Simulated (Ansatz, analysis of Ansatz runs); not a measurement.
**Reproducing a measured hyperfine coupling: N2V- centre in diamond**

Aim: the hyperfine coupling of the N2V- centre in diamond, to be set beside the measurement. Set-up: r2SCAN, 128-site cell, r2SCAN lattice, 500 eV, k: the single point 1/4 1/4 1/4. The model is a cell of 128 host atoms with 1 site emptied, N put on another atom's site and N put on another atom's site. The isotropic coupling follows from the spin density at the nucleus, the nuclear g-factor and the total spin. A meta-GGA costs about twice a GGA and mends lattice constants and part of the gap.

**The experiment.** 15N, isotropic: 4.02 MHz, by EPR (“Electron paramagnetic resonance of the N2V− defect in 15N-doped synthetic diamond”, 2015, B. L. Green et al.). 13C, the two neighbours of the vacancy, isotropic: 240.7 MHz, by EPR (“Electron paramagnetic resonance of the N2V− defect in 15N-doped synthetic diamond”, 2015, B. L. Green et al.).

Method: plane-wave PAW DFT, r2SCAN; relaxation of all atoms of a defect supercell, in Ansatz 0.2.0.

## 1. The structure

The cell holds 127 atoms: 125 C and 2 N. Cell: a = 10.070 Å, b = 10.070 Å, c = 10.070 Å, α = 60.0°, β = 60.0°, γ = 60.0°. It derives from C (space group Fd-3m). Nearest the centre at fractional (0.437, 0.437, 0.438): N43 at 1.54 Å, N44 at 1.54 Å, C50 at 1.54 Å, C74 at 1.54 Å, C36 at 2.52 Å, C12 at 2.52 Å, C38 at 2.52 Å, C14 at 2.52 Å. The cell carries charge −1.

The host's primitive cell comes from a first run (plane-wave PAW DFT, r2SCAN; relaxation of the host's cell and atoms): vectors of 2.517, 2.517 and 2.517 Å. That is 5.64 Å³ an atom, 0.5 % under the diffraction cell's volume. The supercell is built on it.

## 2. Relaxation, charge −1

Every later number rests on the structure around the defect, so the atoms are relaxed at the host's lattice first.

File relax/input.yaml:

```yaml
relax:
  f_tol: 0.02
  max_steps: 80
  random_displacement: { amplitude: 0.02, seed: 841 }
crystal:
  lattice:
    - [0.0, 7.12053982, 7.12053982]
    - [7.12053982, 0.0, 7.12053982]
    - [7.12053982, 7.12053982, 0.0]
  atoms:
    - { symbol: C, position: [0.125, 0.125, 0.125] }
    - { symbol: C, position: [0.1875, 0.1875, 0.1875] }
    - { symbol: C, position: [0.125, 0.125, 0.375] }
    - { symbol: C, position: [0.1875, 0.1875, 0.4375] }
    - { symbol: C, position: [0.125, 0.125, 0.625] }
    - { symbol: C, position: [0.1875, 0.1875, 0.6875] }
    - { symbol: C, position: [0.125, 0.125, 0.875] }
    - { symbol: C, position: [0.1875, 0.1875, 0.9375] }
    - { symbol: C, position: [0.125, 0.375, 0.125] }
    - { symbol: C, position: [0.1875, 0.4375, 0.1875] }
    - { symbol: C, position: [0.125, 0.375, 0.375] }
    - { symbol: C, position: [0.1875, 0.4375, 0.4375] }
    - { symbol: C, position: [0.125, 0.375, 0.625] }
    - { symbol: C, position: [0.1875, 0.4375, 0.6875] }
    - { symbol: C, position: [0.125, 0.375, 0.875] }
    - { symbol: C, position: [0.1875, 0.4375, 0.9375] }
    - { symbol: C, position: [0.125, 0.625, 0.125] }
    - { symbol: C, position: [0.1875, 0.6875, 0.1875] }
    - { symbol: C, position: [0.125, 0.625, 0.375] }
    - { symbol: C, position: [0.1875, 0.6875, 0.4375] }
    - { symbol: C, position: [0.125, 0.625, 0.625] }
    - { symbol: C, position: [0.1875, 0.6875, 0.6875] }
    - { symbol: C, position: [0.125, 0.625, 0.875] }
    - { symbol: C, position: [0.1875, 0.6875, 0.9375] }
    - { symbol: C, position: [0.125, 0.875, 0.125] }
    - { symbol: C, position: [0.1875, 0.9375, 0.1875] }
    - { symbol: C, position: [0.125, 0.875, 0.375] }
    - { symbol: C, position: [0.1875, 0.9375, 0.4375] }
    - { symbol: C, position: [0.125, 0.875, 0.625] }
    - { symbol: C, position: [0.1875, 0.9375, 0.6875] }
[... 12 lines left out ...]
    - { symbol: "N", position: [0.375, 0.375, 0.375] }
    - { symbol: "N", position: [0.375, 0.375, 0.625] }
[... 75 lines left out ...]
    - { symbol: C, position: [0.875, 0.875, 0.125] }
    - { symbol: C, position: [0.9375, 0.9375, 0.1875] }
    - { symbol: C, position: [0.875, 0.875, 0.375] }
    - { symbol: C, position: [0.9375, 0.9375, 0.4375] }
    - { symbol: C, position: [0.875, 0.875, 0.625] }
    - { symbol: C, position: [0.9375, 0.9375, 0.6875] }
    - { symbol: C, position: [0.875, 0.875, 0.875] }
    - { symbol: C, position: [0.9375, 0.9375, 0.9375] }
total_charge: -1
basis:
  ecutwfc: 500
  xc_grid: 2
hamiltonian:
  xc: r2scan
kpoints:
  mp_grid: { grid: [1, 1, 1], shift: [0.25, 0.25, 0.25] }
magnetization:
  spin_polarized: true
  initial_magnetization: 1
  spin_locking: { lock_magnetization: hard }
scf:
  occupations: { method: fermi_dirac, width: 0.01 }
  max_iter: 120
output:
  forces: true
checkpoint:
  write: "../relax.run"
  compress: false
  write_wavefunctions: true
  write_every: 100000
```

The run is started by

```sh
ansatz run input.yaml --threads 2 --pin off --max-ram 4710MiB --backend cpu --events-out ev --progress --plain --runs-dir out
```

Numbers of over 12 decimals in the logs are rounded to 6 here.

The program printed:

```text
[... repeated set-up lines and file paths are left out, and long positions are rounded to six places ...]
Warning: This run holds its total moment fixed (magnetization.spin_locking.lock_magnetization: hard) and mixes its density by anderson or broyden (scf.mixing.algorithm, typed or taken by auto). [...]
Engine: ansatz 0.2.0, aarch64-unknown-linux-gnu
Pseudopotentials: kind: paw
Pseudopotential: C, paw, valence charge 4, recommended cutoff 500 eV (meta_gga), C.paw.azcp
Pseudopotential: N, paw, valence charge 5, recommended cutoff 500 eV (meta_gga), N.paw.azcp
Functional definition: r2SCAN
  parameter k0 = 0.174
  parameter k1 = 0.065
  parameter a1 = 4.9479
  exchange = r2scan_x(k0 = k0, k1 = k1, a1 = a1)
  correlation = r2scan_c
Crystal: 127 atoms, lattice volume = 722.052 Å³
Basis set: ecut = 500 eV, 18197 PW (Γ), exchange–correlation on 150×150×150 points (8 copies of the dense FFT grid, shifted against one another)
Bands: 383, of which v1, the nominal top of the filled ones, is band 256 counted from 1 (255 counted from 0)
Symmetry: 1 space group operations
k-points: 1
Non-local potential: C, projectors of the file, l = 0: 2, l = 1: 2, l = 2: 1
Non-local potential: N, projectors of the file, l = 0: 2, l = 1: 2, l = 2: 1
PAW form: soft (Blöchl's): semilocal exchange-correlation on the pseudo side does not see the compensation charge
PAW frozen core: C, regenerated for the run's functional (the file was generated under x = pbe(κ = 0.804, μ = 0.219515), c = pbe(β = 0.066725))
PAW frozen core: N, regenerated for the run's functional (the file was generated under x = pbe(κ = 0.804, μ = 0.219515), c = pbe(β = 0.066725))
PAW one-centre angular grid: C, 302 points (default); XC on 239 of its mesh's 2573 points in the sphere
PAW one-centre angular grid: N, 302 points (default); XC on 160 Gauss nodes
Initial density: superposition of atomic densities (chi_scale 0.1, normalization cell, long waves kept (reshape's long-wave potential 0.33 eV rms))
Starting moments: Σ|m| = 1 μB on 127 of 127 sites
Initial wavefunctions: pseudopotential atomic-orbital guess
Functional: x = r2scan, c = r2scan; τ floored in thin density (d = 2e-4 eV/Å³)
SCF iter   1: F=—  HF=-32198.104175 eV  |F-HF|=—  |Δ(HF+E_count)|=         —  Δρ=6.98e-2 (↑6.98e-2 ↓6.92e-2)  dr2=9.96e1  dr2_τ=7.64e0  dr2_m=2.46e-1  M=1.000 μB ∫|m|=1.003 μB  β_m=1.20  ethr=3.10e-3  ⟨swp⟩=7.0  Hψ=3360  notcnv=0  defer=82
preconditioner: auto → Resta (q_TF=auto, 2.576 Å⁻¹)  ε∞=4.0  [insulator: Δε(μ)=0.668 eV  Ē_g=18.090 eV  σ=0.010 eV  W_gap=1.00  n_scr=180 (ndim 8)  ℏωp=31.2 eV  f_vac=0.000  D(μ)=0.00/eV (n_scr^D=0)  ε∞_Penn≈4.0]
spin=Collinear: Resta preconditioning applied to the charge; magnetization (m = ρ↑ − ρ↓) channel mixes plain (no charge-response kernel on spin).
SCF iter   2: F=—  HF=-32193.210821 eV  |F-HF|=—  |Δ(HF+E_count)|=    4.89e0  Δρ=5.09e-2 (↑5.09e-2 ↓5.08e-2)  dr2=5.37e1  dr2_τ=2.71e-1  dr2_m=5.77e-3  M=1.000 μB ∫|m|=1.183 μB  β_m=1.20  ethr=3.10e-3  ⟨swp⟩=3.5  Hψ=1415  notcnv=0  defer=242  κ⁻¹=1.0e0(r=1)
SCF iter   3: F=—  HF=-32188.034870 eV  |F-HF|=—  |Δ(HF+E_count)|=    5.18e0  Δρ=2.14e-2 (↑2.13e-2 ↓2.14e-2)  dr2=9.73e0  dr2_τ=5.23e-2  dr2_m=8.30e-3  M=1.000 μB ∫|m|=1.294 μB  β_m=1.20  ethr=3.10e-3  ⟨swp⟩=3.5  Hψ=1415  notcnv=0  defer=239  κ⁻¹=1.9e-1(r=2)
SCF iter   4: F=—  HF=-32186.685252 eV  |F-HF|=—  |Δ(HF+E_count)|=    1.35e0  Δρ=5.06e-3 (↑5.06e-3 ↓5.03e-3)  dr2=4.40e-1  dr2_τ=6.59e-3  dr2_m=3.19e-3  M=1.000 μB ∫|m|=1.279 μB  β_m=1.20  ethr=1.90e-3  ⟨swp⟩=3.5  Hψ=1410  notcnv=0  defer=239  κ⁻¹=2.7e-3(r=3)
SCF iter   5: F=—  HF=-32186.988979 eV  |F-HF|=—  |Δ(HF+E_count)|=   3.04e-1  Δρ=2.12e-3 (↑2.11e-3 ↓2.12e-3)  dr2=4.39e-2  dr2_τ=1.45e-3  dr2_m=3.00e-3  M=1.000 μB ∫|m|=1.218 μB  β_m=1.20  ethr=8.61e-5  ⟨swp⟩=3.0  Hψ=966  notcnv=0  defer=239  κ⁻¹=5.2e-4(r=4)
SCF iter   6: F=—  HF=-32187.045034 eV  |F-HF|=—  |Δ(HF+E_count)|=   5.61e-2  Δρ=1.20e-3 (↑1.08e-3 ↓1.20e-3)  dr2=1.46e-2  dr2_τ=4.13e-4  dr2_m=6.80e-4  M=1.000 μB ∫|m|=1.236 μB  β_m=1.20  ethr=8.60e-6  ⟨swp⟩=3.5  Hψ=1322  notcnv=0  defer=239  κ⁻¹=2.5e-4(r=5)
SCF iter   7: F=—  HF=-32187.052821 eV  |F-HF|=—  |Δ(HF+E_count)|=   7.79e-3  Δρ=8.91e-4 (↑7.52e-4 ↓8.91e-4)  dr2=1.03e-2  dr2_τ=1.81e-4  dr2_m=2.26e-4  M=1.000 μB ∫|m|=1.238 μB  β_m=1.20  ethr=2.85e-6  ⟨swp⟩=3.0  Hψ=885  notcnv=0  defer=239  κ⁻¹=3.0e-5(r=6)
SCF iter   8: F=—  HF=-32187.055694 eV  |F-HF|=—  |Δ(HF+E_count)|=   2.87e-3  Δρ=3.63e-4 (↑3.63e-4 ↓3.46e-4)  dr2=1.04e-3  dr2_τ=5.71e-5  dr2_m=1.64e-4  M=1.000 μB ∫|m|=1.236 μB  β_m=1.20  ethr=2.02e-6  ⟨swp⟩=3.0  Hψ=1003  notcnv=0  defer=239  κ⁻¹=1.4e-5(r=7)
SCF iter   9: F=—  HF=-32187.056283 eV  |F-HF|=—  |Δ(HF+E_count)|=   5.89e-4  Δρ=2.74e-4 (↑1.20e-4 ↓2.74e-4)  dr2=8.53e-4  dr2_τ=1.77e-5  dr2_m=1.18e-4  M=1.000 μB ∫|m|=1.240 μB  β_m=1.20  ethr=2.03e-7  ⟨swp⟩=3.0  Hψ=1043  notcnv=0  defer=239  κ⁻¹=3.0e-6(r=8)
SCF iter  10: F=—  HF=-32187.056422 eV  |F-HF|=—  |Δ(HF+E_count)|=   1.39e-4  Δρ=1.11e-4 (↑6.69e-5 ↓1.11e-4)  dr2=1.61e-4  dr2_τ=3.05e-6  dr2_m=1.46e-5  M=1.000 μB ∫|m|=1.241 μB  β_m=1.20  ethr=1.67e-7  ⟨swp⟩=3.0  Hψ=984  notcnv=0  defer=239  κ⁻¹=1.5e-6(r=8)
SCF iter  11: F=—  HF=-32187.056469 eV  |F-HF|=—  |Δ(HF+E_count)|=   4.64e-5  Δρ=2.58e-5 (↑2.58e-5 ↓2.55e-5)  dr2=1.08e-5  dr2_τ=1.57e-7  dr2_m=2.60e-7  M=1.000 μB ∫|m|=1.240 μB  β_m=1.20  ethr=3.16e-8  ⟨swp⟩=3.0  Hψ=1039  notcnv=0  defer=239  κ⁻¹=1.0e-6(r=8)
SCF iter  12: F=-32187.056499 eV  HF=-32187.056491 eV  |F-HF|=7.72e-6  |Δ(HF+E_count)|=   2.25e-5  Δρ=1.19e-5 (↑1.11e-5 ↓1.19e-5)  dr2=1.84e-6  dr2_τ=2.75e-8  dr2_m=5.47e-8  M=1.000 μB ∫|m|=1.240 μB  ethr=1.96e-9  ⟨swp⟩=4.0  Hψ=1773  notcnv=0
SCF 1 converged in 12 iterations: F = -32187.056499 eV  dr2 = 1.84e-6
  greatest PAW one-centre occupation: 0.802 electrons in one spin orbital (limit 2), on the N atom at site 43 (counted from 0), in its partial waves of l = 0
relax step   1: F+E_penalty+E_count = -32187.05649890 eV  Δ(F+E_penalty+E_count) = +0.000e0 eV  max|allowed force component| = 2.768e0 eV/Å  Δτ_max = 0.0000 Å  (12 SCF iters, dr2 threshold 1.00e-5 eV, accepted)
[... the SCF cycles and remarks between the steps are left out from here to the last step ...]
relax step   2: F+E_penalty+E_count = -32188.71396356 eV  Δ(F+E_penalty+E_count) = -1.657e0 eV  max|allowed force component| = 1.080e0 eV/Å  Δτ_max = 0.1284 Å  (10 SCF iters, dr2 threshold 1.00e-4 eV, accepted)
relax step   3: F+E_penalty+E_count = -32189.06532976 eV  Δ(F+E_penalty+E_count) = -3.514e-1 eV  max|allowed force component| = 7.845e-1 eV/Å  Δτ_max = 0.0555 Å  (10 SCF iters, dr2 threshold 7.29e-5 eV, accepted)
relax step   4: F+E_penalty+E_count = -32189.10701948 eV  Δ(F+E_penalty+E_count) = -4.169e-2 eV  max|allowed force component| = 4.516e-1 eV/Å  Δτ_max = 0.0357 Å  (5 SCF iters, dr2 threshold 9.38e-5 eV, accepted)
relax step   5: F+E_penalty+E_count = -32189.13021145 eV  Δ(F+E_penalty+E_count) = -2.319e-2 eV  max|allowed force component| = 5.609e-2 eV/Å  Δτ_max = 0.0242 Å  (5 SCF iters, dr2 threshold 6.76e-5 eV, accepted)
relax step   6: F+E_penalty+E_count = -32189.13033528 eV  Δ(F+E_penalty+E_count) = -1.238e-4 eV  max|allowed force component| = 4.992e-2 eV/Å  Δτ_max = 0.0029 Å  (10 SCF iters, accepted)
SCF iter   1: F=—  HF=-32189.131349 eV  |F-HF|=—  |Δ(HF+E_count)|=         —  Δρ=7.06e-5 (↑7.06e-5 ↓6.94e-5)  dr2=8.23e-5  dr2_τ=4.13e-5  dr2_m=3.27e-7  M=1.000 μB ∫|m|=1.255 μB  β_m=1.20  ethr=1.37e-7  ⟨swp⟩=5.0  Hψ=1778  notcnv=0  defer=239
SCF iter   2: F=—  HF=-32189.130750 eV  |F-HF|=—  |Δ(HF+E_count)|=   5.99e-4  Δρ=4.93e-5 (↑4.93e-5 ↓4.93e-5)  dr2=3.77e-5  dr2_τ=1.64e-7  dr2_m=1.10e-8  M=1.000 μB ∫|m|=1.255 μB  β_m=1.20  ethr=1.61e-8  ⟨swp⟩=2.5  Hψ=1139  notcnv=0  defer=239  κ⁻¹=1.0e0(r=1)
SCF iter   3: F=—  HF=-32189.130746 eV  |F-HF|=—  |Δ(HF+E_count)|=   4.50e-6  Δρ=2.33e-5 (↑2.32e-5 ↓2.33e-5)  dr2=7.34e-6  dr2_τ=3.71e-8  dr2_m=1.04e-8  M=1.000 μB ∫|m|=1.255 μB  β_m=1.20  ethr=7.38e-9  ⟨swp⟩=2.5  Hψ=884  notcnv=0  defer=239  κ⁻¹=1.9e-1(r=2)
SCF iter   4: F=—  HF=-32189.130745 eV  |F-HF|=—  |Δ(HF+E_count)|=   4.22e-7  Δρ=6.66e-6 (↑6.66e-6 ↓6.58e-6)  dr2=7.77e-7  dr2_τ=4.61e-9  dr2_m=2.06e-9  M=1.000 μB ∫|m|=1.255 μB  β_m=1.20  ethr=1.44e-9  ⟨swp⟩=2.0  Hψ=899  notcnv=0  defer=239  κ⁻¹=4.2e-3(r=3)
SCF iter   5: F=—  HF=-32189.130746 eV  |F-HF|=—  |Δ(HF+E_count)|=   2.72e-8  Δρ=2.01e-6 (↑1.76e-6 ↓2.01e-6)  dr2=5.81e-8  dr2_τ=7.10e-10  dr2_m=3.07e-9  M=1.000 μB ∫|m|=1.255 μB  β_m=1.20  ethr=1.96e-11  ⟨swp⟩=2.0  Hψ=2323  notcnv=0  κ⁻¹=6.0e-4(r=4)
SCF iter   6: F=-32189.130746 eV  HF=-32189.130746 eV  |F-HF|=7.55e-9  |Δ(HF+E_count)|=   1.81e-8  Δρ=1.50e-6 (↑1.18e-6 ↓1.50e-6)  dr2=3.83e-8  dr2_τ=2.51e-10  dr2_m=8.73e-10  M=1.000 μB ∫|m|=1.255 μB  ethr=1.14e-11  ⟨swp⟩=3.5  Hψ=1620  notcnv=0
SCF 7 converged in 6 iterations: F = -32189.130746 eV  dr2 = 3.83e-8
relax step   7: F+E_penalty+E_count = -32189.13074551 eV  Δ(F+E_penalty+E_count) = -4.102e-4 eV  max|allowed force component| = 2.247e-3 eV/Å  Δτ_max = 0.0011 Å  (6 SCF iters, accepted)
NSCF: frozen V_eff on 1 k-points
the band table was solved once a step of the walk had ended and its energy, with any forces and stress, was formed, with the checks that follow a solve (3523 applications of the Hamiltonian). They found nothing against the state; [...]
iter 1 solved again at ethr=7.50e-12 eV; its pass at ethr=3.10e-3 eV (dr2=3.83e-8 eV) is discarded
SCF iter   1: F=—  HF=-32189.130746 eV  |F-HF|=—  |Δ(HF+E_count)|=         —  Δρ=1.50e-6 (↑1.18e-6 ↓1.50e-6)  dr2=3.83e-8  dr2_τ=2.51e-10  dr2_m=8.71e-10  M=1.000 μB ∫|m|=1.255 μB  β_m=1.20  ethr=7.50e-12  ⟨swp⟩=1.0  Hψ=2130  notcnv=0
SCF iter   2: F=-32189.130746 eV  HF=-32189.130746 eV  |F-HF|=5.19e-9  |Δ(HF+E_count)|=   2.64e-9  Δρ=1.05e-6 (↑9.20e-7 ↓1.05e-6)  dr2=2.23e-8  dr2_τ=1.15e-10  dr2_m=1.28e-10  M=1.000 μB ∫|m|=1.255 μB  ethr=7.50e-12  ⟨swp⟩=3.0  Hψ=1311  notcnv=0
SCF 8 converged in 2 iterations: F = -32189.130746 eV  dr2 = 2.23e-8
NSCF: frozen V_eff on 1 k-points
the band table was solved once a step of the walk had ended and its energy, with any forces and stress, was formed, with the checks that follow a solve (2464 applications of the Hamiltonian). They found nothing against the state; [...]
SCF converged after 2 iterations
Stability not checked: this state was not tested for a lower state beside it, because the mixer in use, unlike msr1, does not test its closes by its own steps (another_mixer; see scf.mixing.algorithm and scf.lower_state_search)
Magnetization: 1.0000 μB (256.0000 up, 255.0000 down)
Absolute magnetization: 1.2554 μB (∫|ρ↑−ρ↓|, with the PAW one-centre terms)
Spin contamination: 0.0096 ħ² per cell (⟨S²⟩ above its minimum at these occupations)
Per-site moments (μB) at R_I (Å): [(0.00182861, 0.634163), (-0.000267788, 0.635713), (0.00189932, 0.635199), [... 124 left out ...]
Free energy (F): -32189.130746 eV
Harris-Foulkes:  -32189.130746 eV  (|F-HF|=5.19e-9)
Internal energy: -32189.130746 eV  (E = F + TS)
E sigma→0 (E₀):  -32189.130746 eV
Fermi energy:    16.185717 (↑ 16.733739, ↓ 16.056956) eV
--- Per-component energies (eV) ---
  E_band       = 1897.008392
  E_kinetic    = 11835.860383
  E_local      = -8083.233740  (includes V_loc(G=0)·N_el)
  E_nonlocal   = 3378.038621
  E_hartree    = 1827.005489
  E_xc         = -6123.930335
  E_vxc        = -8468.105214  (∫ρ·V_xc dr)
  E_paw        = -12853.317664  (= ΣΔE_a)
  E_vpaw       = -867.867578  (= ΣTr[D̂ρ^β])
  E_aug_tail   = 0.000569  (compensation charges beyond the density's cutoff)
  E_vtau       = 448.304216  (kinetic-family band-sum trace: ∫τ·v_τ [+ j·A + Jᵃ·Aᵃ] dr)
  E_ewald      = -22166.398223
  E_core_change = -3.155846  (= ΣΔE_core)
  E_smearing   = -0.000000  (= −TS)
  E_closure    = 0.000000  (closes the sum)
  E_deformation_potential = -21.478926  (in the stress; not in F)
  Σ components = -32189.130746   (vs F -32189.130746, Δ=0.00e0)
--- Forces (eV/Å), atoms counted from 1 ---
  atom   1  C      0.00025503     0.00012427     0.00089118
  atom   2  C     -0.00009482    -0.00021442    -0.00119916
  [... 9 atoms left out ...]
  atom  12  C      0.00007321     0.00001067     0.00113661
  atom  13  C      0.00061854    -0.00030732    -0.00190066
  atom  14  C      0.00044075    -0.00042216     0.00127720
  [... 21 atoms left out ...]
  atom  36  C      0.00030835     0.00033382     0.00050637
  atom  37  C      0.00014784    -0.00041995    -0.00151201
  atom  38  C      0.00043300     0.00048145     0.00116770
  [... 4 atoms left out ...]
  atom  43  N     -0.00026502    -0.00000596    -0.00168626
  atom  44  N     -0.00118097    -0.00069067    -0.00209435
  [... 5 atoms left out ...]
  atom  50  C      0.00118148    -0.00083899     0.00014655
  [... 23 atoms left out ...]
  atom  74  C     -0.00079186     0.00114907    -0.00054322
  [... 53 atoms left out ...]
  max |Σ_I F_I| component: 1.47e-3 eV/Å
--- Band table (eV) ---
  k-point 0 ↑: bands = ["-9.5388", "-8.7341", "-8.2960", "-8.1185", [... 375 left out ...] "24.7572", "24.7786", "24.8135", "24.8238"]
  k-point 0 ↓: bands = ["-9.5342", "-8.7307", "-8.2930", "-8.1130", [... 375 left out ...] "24.7626", "24.7862", "24.8241", "24.8324"]
--- Relaxed structure (7 steps of the walk, 7 accepted, 0 SCFs on fresh bases) ---
  F+E_penalty+E_count = -32189.13074551 eV   max|allowed force component| = 2.247e-3 eV/Å
  atoms:
    - { symbol: C, position: [0.124348, 0.124448, 0.125819] }
    - { symbol: C, position: [0.187065, 0.187164, 0.188106] }
    [... 9 atoms left out ...]
    - { symbol: C, position: [0.191313, 0.434237, 0.434970] }
    - { symbol: C, position: [0.128622, 0.373537, 0.624005] }
    - { symbol: C, position: [0.191025, 0.434227, 0.690016] }
    [... 21 atoms left out ...]
    - { symbol: C, position: [0.434138, 0.191415, 0.434968] }
    - { symbol: C, position: [0.373438, 0.128721, 0.624005] }
    - { symbol: C, position: [0.434128, 0.191126, 0.690014] }
    [... 4 atoms left out ...]
    - { symbol: N, position: [0.369163, 0.369264, 0.369937] }
    - { symbol: N, position: [0.368915, 0.369017, 0.642510] }
    [... 5 atoms left out ...]
    - { symbol: C, position: [0.374805, 0.635365, 0.369895] }
    [... 23 atoms left out ...]
    - { symbol: C, position: [0.635266, 0.374908, 0.369893] }
    [... 53 atoms left out ...]
```

Elapsed: 16 min, on 2 threads of Arm Neoverse V1, shared host; peak memory 3.7 GiB.

Relaxation path:

```csv
step,energy less that of the first step (eV),largest force component (eV/Å)
1,0.0000,2.7677
2,-1.6575,1.0803
3,-2.0088,0.7845
4,-2.0505,0.4516
5,-2.0737,0.0561
6,-2.0738,0.0499
7,-2.0742,0.0022
```

The atoms that moved most (Å, from the sites as typed, ahead of the random displacement, the mean shift of all atoms taken out):

```csv
atom,dx,dy,dz,length
N44,0.081,0.081,-0.083,0.141
N43,-0.078,-0.078,-0.080,0.136
C74,-0.038,0.036,0.075,0.092
C50,0.036,-0.038,0.075,0.092
C67,0.032,-0.032,0.017,0.048
C20,-0.032,0.032,0.017,0.048
C36,0.009,-0.042,0.007,0.044
C12,-0.042,0.009,0.007,0.044
```

The atoms nearest to the centre after the run:

```csv
atom,distance (Å)
C74,1.626
C50,1.627
N43,1.678
N44,1.686
C67,2.472
C20,2.473
C75,2.504
C73,2.504
C51,2.505
C49,2.505
C42,2.506
C36,2.508
C12,2.509
C45,2.512
C38,2.512
C14,2.513
```

Numbers from this step:

```
free energy                           : -32189.1307 eV
total moment                          : 1 μB
integral of the absolute spin density : 1.255 μB
spin contamination                    : 0.009622
```

The relaxation ends 16 meV an atom lower than the displaced start, with a largest force component of 0.0022 eV/Å.

(Continued in part 2 of 2.)

[Logs are printed without paths, hosts, clocks, repeated set-up lines and the standing remarks that a program may print on its own settings, such as how far it seeks lower states.]

[Hosts, paths, dates, database ids (printed as entryN), source tags and the programs' standing remarks are cut or masked in the printed files.]

[For some hosts the program warned that the k-mesh of the response run may be too coarse for force constants and the static dielectric constant; such warnings are not shown here.]
